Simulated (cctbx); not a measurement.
**What is wrong with this refinement?**

Cell a = 5.7870 Å, b = 7.9880 Å, c = 13.6450 Å, α = 90.00°, β = 90.00°, γ = 90.00°; space group Pbcm (no. 57). The compound is Ca3Ga2Ir2.

The data are simulated with cctbx, not measured: synchrotron X-rays, λ = 0.4959 Å, to d = 0.8 Å, 70 % of the full sphere, strongest reflection 5000 counts, noise from counting, a 1.5 % proportional error and a noise floor of 4 counts (s.d.); no absorption.

An anisotropic refinement with weights 1/σ² prints:

```text
Rint 0.025, 41 unique reflections to 2.05 A
cycle     R1     wR2    GooF  max shift (A)
   1  0.0238  0.0455   4.790   0.03754
   4  0.0033  0.0063   0.662   0.00009
final R1 0.0033 wR2 0.0063 GooF 0.662  parameters 35  data/parameter 1.2
atom        x        y        z      Ueq    occ   su(xyz)  su(Uiso or U11)
Ir1    0.62449  0.46343  0.40810   0.0294  1.000  0.00047  0.0028
Ga1    0.14509  0.59634  0.75000   0.0226  1.000  0.00103  0.0082
Ga2    0.37767  0.25000  0.50000   0.0326  1.000  0.00143  0.0099  NPD
Ca1    0.63385  0.73851  0.75000   0.0196  1.000  0.00261  0.0118  NPD
Ca2    0.13612  0.60339  0.40415   0.0118  1.000  0.00139  0.0123  NPD
difference map: max 0.10 min -0.13 rms 0.03
Q1    0.2583  0.7500  0.0000    4    0.10  1.89 A from Ca2
Q2    0.2454  0.6659  0.2500    4    0.10  1.99 A from Ga1
Q3    0.2545  0.2500  0.0000    4    0.09  0.71 A from Ga2
Q4    0.0040  0.0185  0.0478    8    0.06  1.24 A from Ca2
Q5    0.5042  0.0012  0.0429    8    0.06  1.05 A from Ir1
```

Q: Accept it or mend it, and why?

Mend it. The fault: data cut at low resolution. Against the right model at the same level, R1 goes from 0.0202 to 0.0033 and GooF from 0.96 to 0.66 and Ga2, Ca1 and Ca2 go non-positive-definite. The atoms are right, but there are too few data for the parameters: R1 flatters and the s.u.s grow. Data per parameter fall from 19.1 to 1.2.

The compound is Ca3Ga2Ir2. The right model at the same level gives:

```text
Rint 0.048, 668 unique reflections to 0.80 A
cycle     R1     wR2    GooF  max shift (A)
   1  0.0716  0.1389   3.282   0.00789
   2  0.0202  0.0408   0.964   0.00003
final R1 0.0202 wR2 0.0408 GooF 0.964  parameters 35  data/parameter 19.1
atom        x        y        z      Ueq    occ   su(xyz)  su(Uiso or U11)
Ir1    0.62516  0.46330  0.40827   0.0272  1.000  0.00007  0.0002
Ga1    0.14435  0.59609  0.75000   0.0319  1.000  0.00032  0.0008
Ga2    0.38104  0.25000  0.50000   0.0316  1.000  0.00030  0.0007
Ca1    0.62963  0.73978  0.75000   0.0255  1.000  0.00054  0.0012
Ca2    0.14198  0.60047  0.40408   0.0247  1.000  0.00035  0.0009
difference map: max 2.54 min -1.92 rms 0.43
Q1    0.4923  0.0658  0.2500    4    2.64  1.71 A from Ca1
Q2    0.2254  0.2178  0.0637    8    1.91  1.28 A from Ga2
Q3    0.1011  0.1857  0.7500    4    1.87  1.59 A from Ga1
Q4    0.2080  0.6615  0.2500    4    1.83  1.97 A from Ga1
Q5    0.2731  0.0048  0.0389    8    1.73  0.99 A from Ir1
Q6    0.2209  0.6654  0.6519    8    1.57  1.51 A from Ga1
```

Isotropic U is held between 0.0001 and 1 Å² by the program, and listed peak heights are interpolated, so they can pass the grid's maximum.

This is a model crystal, built by substitution and not relaxed, with assumed displacement parameters.

[Middle refinement cycles are left out of these outputs.]

[Logs are printed without paths, hosts, clocks, repeated set-up lines and the standing remarks that a program may print on its own settings, such as how far it seeks lower states.]
